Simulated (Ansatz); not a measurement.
# ScZn (Pm-3m): Grüneisen parameters, part 2 of 2

Aim: how the phonons of ScZn (Pm-3m) shift with volume, and the thermal expansion that follows.

Ansatz 0.2.0; DFT PBEsol, scalar-relativistic, plane waves, PAW; PAW set soft_1.

So far, highest frequency on path, mesh or solved points (cm⁻¹): step 2 (phonons on a q mesh) 249; step 4 (phonons at the other volume, volume ratio 0.97) 261.

## 5. Relaxing at another volume, volume ratio 1.03

The volume is scaled by 1.03 and held; symmetry leaves nothing to relax, so this is a single point. The modes can then be followed against volume.

input.yaml reads:

```yaml
crystal:
  lattice:
    - [3.3340468512, 0.0, 0.0]
    - [0.0, 3.3340468512, 0.0]
    - [0.0, 0.0, 3.3340468512]
  atoms:
    - { symbol: Sc, position: [0.0, 0.0, 0.0] }
    - { symbol: Zn, position: [0.5, 0.5, 0.5] }
kpoints:
  mp_grid: { grid: [12, 12, 12] }
hamiltonian:
  xc: pbesol
  pseudopotentials: { kind: paw, azcp: { folder: soft_1 }, xc_functional: pbe }
scf:
  occupations: { method: methfessel_paxton, width: 0.2 }
output:
  forces: true
  stress: true
  eigenvalues: true
```

On the command line:

```sh
ansatz run input.yaml --threads 4 --pin off --max-ram 10240MiB --backend cpu --events-out ev --progress --plain --runs-dir out
```

The log of the run:

```text
[...]
Crystal: 2 atoms, lattice volume = 37.061 Å³
Basis set: ecut = 420 eV, 739 PW (Γ), exchange–correlation on 48×48×48 points (8 copies of the dense FFT grid, shifted against one another)
Bands: 16, of which v1, the nominal top of the filled ones, is band 12 counted from 1 (11 counted from 0)
Symmetry: 48 space group operations
[...]
k-points: 84 of 1728
[...]
--- Band table (eV; the first three rows and the last of 84) ---
  k-point 0: bands = [... 8 lower, 3.6434, 3.6434, 10.5500, 10.5500, 13.4199, 13.4199, 13.4199, 15.8996]
  k-point 1: bands = [... 8 lower, 3.6387, 3.6454, 10.5116, 10.5665, 13.2087, 13.2087, 13.4213, 15.4223]
  k-point 2: bands = [... 8 lower, 3.6261, 3.6507, 10.2998, 10.6126, 12.7719, 12.7719, 13.4251, 14.5863]
  k-point 83: bands = [... 8 lower, 3.8283, 8.7624, 8.7624, 8.7624, 11.2616, 14.2136, 14.2136, 15.5014]
[key lines of the parts left out:]
SCF converged after 8 iterations
Free energy (F): -5393.043764 eV
Fermi energy:    10.456391 eV
P = ⅓ Tr σ = -2.3275 GPa (-23.275 kbar)
```

Elapsed: 1.2 s, on 4 threads of Arm Neoverse V1, shared host; peak memory 0.36 GiB; 4 s of CPU time.

Numbers from this step:

| Property | Result |
| --- | --- |
| pressure | -2.328 GPa |
| volume per atom | 18.53 Å³ |

The run ends at a pressure of -2.33 GPa.

## 6. Phonons at the other volume, volume ratio 1.03

The phonons are repeated at this volume on the same meshes, so that differences come from the volume alone.

input.yaml: that of step 5 with these lines changed.

```diff
@@ -16,4 +16,11 @@
 output:
-  forces: true
-  stress: true
   eigenvalues: true
+phonons:
+  method: dfpt
+  qmesh: [4, 4, 4]
+  temperatures: { t_max: 1000, t_step: 50 }
+  qpath:
+    path:
+      - [[0.0, 0.0, 0.0], [0.0, 0.5, 0.0], [0.5, 0.5, 0.0], [0.0, 0.0, 0.0], [0.5, 0.5, 0.5], [0.0, 0.5, 0.0]]
+      - [[0.5, 0.5, 0.5], [0.5, 0.5, 0.0]]
+    npoints: 10
```

The log of the run:

```text
[...]
Crystal: 2 atoms, lattice volume = 37.061 Å³
Basis set: ecut = 420 eV, 739 PW (Γ), exchange–correlation on 48×48×48 points (8 copies of the dense FFT grid, shifted against one another)
Bands: 16, of which v1, the nominal top of the filled ones, is band 12 counted from 1 (11 counted from 0)
Symmetry: 48 space group operations
k-points: 84 of 1728
[...]
k-point 83: bands = [... 8 lower, 3.8282, 8.7624, 8.7624, 8.7624, 11.2616, 14.2136, 14.2136, 15.5014]
[...]
ASR residual: 3.926e-5 → 0.000e0 eV/Å²; symmetrization residual: 1.383e-6 eV/Å²
  ASR residual per site (eV/Å²): 1.39e-5 3.93e-5
  Γ frequencies (cm⁻¹): 0.00 0.00 0.00 191.97 191.97 191.97
--- Phonons (arbitrary-q DFPT): 10 irreducible q on the 4×4×4 mesh ---
[...]
interpolated dispersion: 62 rows × 6 modes
[...]
[key lines of the parts left out:]
SCF converged after 11 iterations
Free energy (F): -5393.043764 eV
Fermi energy:    10.456388 eV
```

It took 4.8 min on 4 threads; peak memory 1.8 GiB.

This step gave:

```yaml
sum_rule_residual_before_enforcement: 3.93e-5 eV/Å²
highest_frequency_on_path_mesh_or_solved_points: 236.5 cm⁻¹
mean_frequency: 145.4 cm⁻¹
debye_temperature_second_moment: 288 K
logarithmic_mean_frequency: 134.1 cm⁻¹
highest_optical_mode_at_the_zone_centre_no_lo_to_term: 192.0 cm⁻¹
lowest_optical_zone_centre_mode: 192.0 cm⁻¹
lowest_mode_on_the_q_mesh_acoustic_modes_at_gamma_apart: 51.27 cm⁻¹
zero_point_energy_per_atom: 27.05 meV
heat_capacity_at_300_k: 23.84 J/(mol atoms K)
vibrational_entropy_at_300_k: 36.52 J/(mol atoms K)
```

Frequencies (cm⁻¹) solved at each irreducible wavevector; negative means imaginary. Frequencies by wavevector, by row:

```tsv
q in reciprocal lattice units	star	mode 1	mode 2	mode 3	mode 4	mode 5	mode 6
0 0 0	1	0	0	0	192	192	192
0 0 0.25	6	83.6	83.6	95.8	180.7	180.7	199.6
0 0 -0.5	3	114	131.3	131.3	163	163	211.4
0 0.25 0.25	12	58	103.8	125.2	165.8	186	211.8
0 0.25 -0.5	12	75.2	99.8	133.2	139	202.1	215.2
0 -0.5 -0.5	3	51.3	51.3	107.1	134.2	236.5	236.5
0.25 0.25 0.25	8	97.9	97.9	109.7	179.1	204.8	204.8
0.25 0.25 -0.5	12	61.5	104.6	129.3	189.5	195.1	217.2
0.25 -0.5 -0.5	6	85.6	85.6	131.5	181.4	221.8	221.8
-0.5 -0.5 -0.5	1	109.5	109.5	109.5	213.5	213.5	213.5
```

The highest optical mode at the zone centre (no LO-TO term) is 192.0 cm⁻¹, -10.7 cm⁻¹ against the base run.

## 7. Grüneisen parameters

The Grüneisen parameter of a mode is minus the logarithmic change of its frequency with volume, −d ln ω / d ln V; weighted by heat capacity it gives the expansion.

This step gave:

* bulk modulus: 84.1 GPa

The phonon branches at the labelled points (cm⁻¹):

```tsv
point	branch 1	branch 2	branch 3	branch 4	branch 5	branch 6
Γ	0	0	0	203	203	203
halfway	87	87	100	190	190	210
X	119	138	138	170	170	221
halfway	77	103	140	145	212	226
M	49	49	112	141	249	249
halfway	58	108	131	174	195	223
Γ	0	0	0	203	203	203
halfway	102	102	113	188	215	215
R	115	115	115	225	225	225
halfway	62	108	136	199	204	228
X	119	138	138	170	170	221
jump to R	115	115	115	225	225	225
halfway	88	88	138	190	233	233
M	49	49	112	141	249	249
```

The same for volume x 0.97:

```tsv
point	branch 1	branch 2	branch 3	branch 4	branch 5	branch 6
Γ	0	0	0	214	214	214
X	125	145	145	177	177	231
M	45	45	117	148	261	261
Γ	0	0	0	214	214	214
R	121	121	121	237	237	237
X	125	145	145	177	177	231
R	121	121	121	237	237	237
M	45	45	117	148	261	261
```

The same for volume x 1.03:

```tsv
point	branch 1	branch 2	branch 3	branch 4	branch 5	branch 6
Γ	0	0	0	192	192	192
X	114	131	131	163	163	211
M	51	51	107	134	236	236
Γ	0	0	0	192	192	192
R	110	110	110	214	214	214
X	114	131	131	163	163	211
R	110	110	110	214	214	214
M	51	51	107	134	236	236
```

The first set of phonon branches as a text plot (rows in cm⁻¹):

```
    256 |
    245 |             ****                                    ***
    234 |           **   **                       ***       **
    223 |      ******     *****          **********  *******
    212 |   ***            **  **    ****  *      **       *
    201 |***       *            *****    **        **       *
    190 |   **    *          ***    *   *            *       *
    180 |     *              **      ***              **
    169 |      ***                                      **
    158 |         **       **                                 *
    147 |                **                                   **
    136 |      **********    *         *           *******  ** **
    125 |         *  *   **   *      **          **   **   *
    114 |    ***** *  ***  **  *        ***********  *  ***     *
    103 |   **    *       *  *          *   *    * **  *   *
     92 |          **         *     *  * ***      *         **
     82 |   *            *      *                     *
     71 |  *        **         *     **            *          *
     60 |            ** * ****                      **         *
     49 | **          ****    * *  **                           *
     38 | *                    * *
     27 |*                      ** *
     16 |*                       *
      5 |                         *
         Γ      X      M          Γ            R        X|R     M
```

Mode Grueneisen parameter -dln(w)/dln(V), modes matched by rank; at Γ the acoustic branches take the value of a neighbouring point of the path. The mode Grüneisen parameters at the labelled points ():

```tsv
point	branch 1	branch 2	branch 3	branch 4	branch 5	branch 6
Γ	1.11	1.11	1.44	1.79	1.79	1.79
halfway	1.27	1.27	1.56	1.69	1.69	1.61
X	1.56	1.61	1.61	1.38	1.38	1.50
halfway	0.65	0.97	1.59	1.43	1.64	1.66
M	-2.18	-2.18	1.50	1.60	1.65	1.65
halfway	0.14	1.30	1.54	1.64	1.52	1.69
Γ	-0.13	1.11	1.56	1.79	1.79	1.79
halfway	1.25	1.25	1.07	1.60	1.64	1.64
R	1.68	1.68	1.68	1.72	1.72	1.72
halfway	0.03	1.03	1.57	1.63	1.53	1.68
X	1.56	1.61	1.61	1.38	1.38	1.50
jump to R	1.68	1.68	1.68	1.72	1.72	1.72
halfway	1.00	1.00	1.54	1.49	1.70	1.70
M	-2.18	-2.18	1.50	1.60	1.65	1.65
```

The mode Grüneisen parameters as a text plot (rows in , shown from -2.0 to 1.8 only):

```
   1.71 |****       **********************************    *******
   1.55 | ************************************  ********** ******
   1.39 |*   *********   ****          * ***     *     *** *  **
   1.23 | * *     **       ******       *   *     *   **    *
   1.08 |* *       *             **  ****          ***       *
   0.92 |                 *                *
   0.76 |                           *    **        *  *
   0.60 |           *              *
   0.44 |
   0.28 |                *    *
   0.12 |           **       * *                     *
  -0.03 |                       *                   *         *
  -0.19 |                  **    **
  -0.35 |
  -0.51 |            *
  -0.67 |             *   *
  -0.83 |                                                      *
  -0.99 |               *
  -1.14 |
  -1.30 |             *
  -1.46 |                *
  -1.62 |
  -1.78 |                                                       *
  -1.94 |               *
         Γ      X      M          Γ            R        X|R     M
```

(dS/dlnV)/C_V. Thermodynamic Grueneisen parameter against temperature:

```tsv
temperature (K)	thermodynamic Grueneisen parameter
50	1.01
100	1.23
150	1.28
200	1.30
250	1.31
300	1.31
350	1.32
400	1.32
450	1.32
500	1.32
550	1.32
600	1.32
650	1.32
700	1.32
750	1.32
800	1.32
850	1.32
900	1.32
950	1.32
1000	1.32
```

Gamma C_V/(B V) at the static volume. Volume expansion against temperature:

```tsv
temperature (K)	volume expansion (1e-6/K)
50	8.76
100	22.7
150	29.0
200	31.9
250	33.4
300	34.2
350	34.8
400	35.1
450	35.4
500	35.5
550	35.7
600	35.8
650	35.8
700	35.9
750	36.0
800	36.0
850	36.0
900	36.1
950	36.1
1000	36.1
```

## 8. Summary of results

```
bulk modulus                               : 84.1 GPa
thermodynamic Grüneisen parameter at 300 K : 1.315
volume expansion at 300 K, estimated       : 34.25 × 10⁻⁶ K⁻¹
```

**Reading.** By this estimate the volume grows by 34.2 × 10⁻⁶ per kelvin at 300 K. The highest optical mode at Γ goes from 214 to 192 cm⁻¹ as the cell grows, a Grüneisen parameter of 1.79. Mode parameters on the path run from -2.2 to 1.8, with a median of 1.6. Modes with negative values stiffen as the cell grows and pull against the expansion. Branches are matched by rank, so values near crossings are rough. The expansion is the Grüneisen estimate at the static volume, with the static bulk modulus. With no gap, or one that is small against the smearing, the frequencies hang on the k mesh and the smearing, most of all near Kohn anomalies. The phonon runs are without spin polarisation, although the cell has an odd electron count. The PAW files were made for PBE and serve the other functionals too.

[Long decimals in the printed logs are rounded to 6 places.]

[Logs are printed without paths, hosts, clocks, repeated set-up lines and the standing remarks that a program may print on its own settings, such as how far it seeks lower states.]

[Hosts, paths, dates, database ids (printed as entryN), source tags and the programs' standing remarks are cut or masked in the printed files.]

[Where the starting crystal was built by hand or by swapping elements, it need not be the compound's stable phase.]
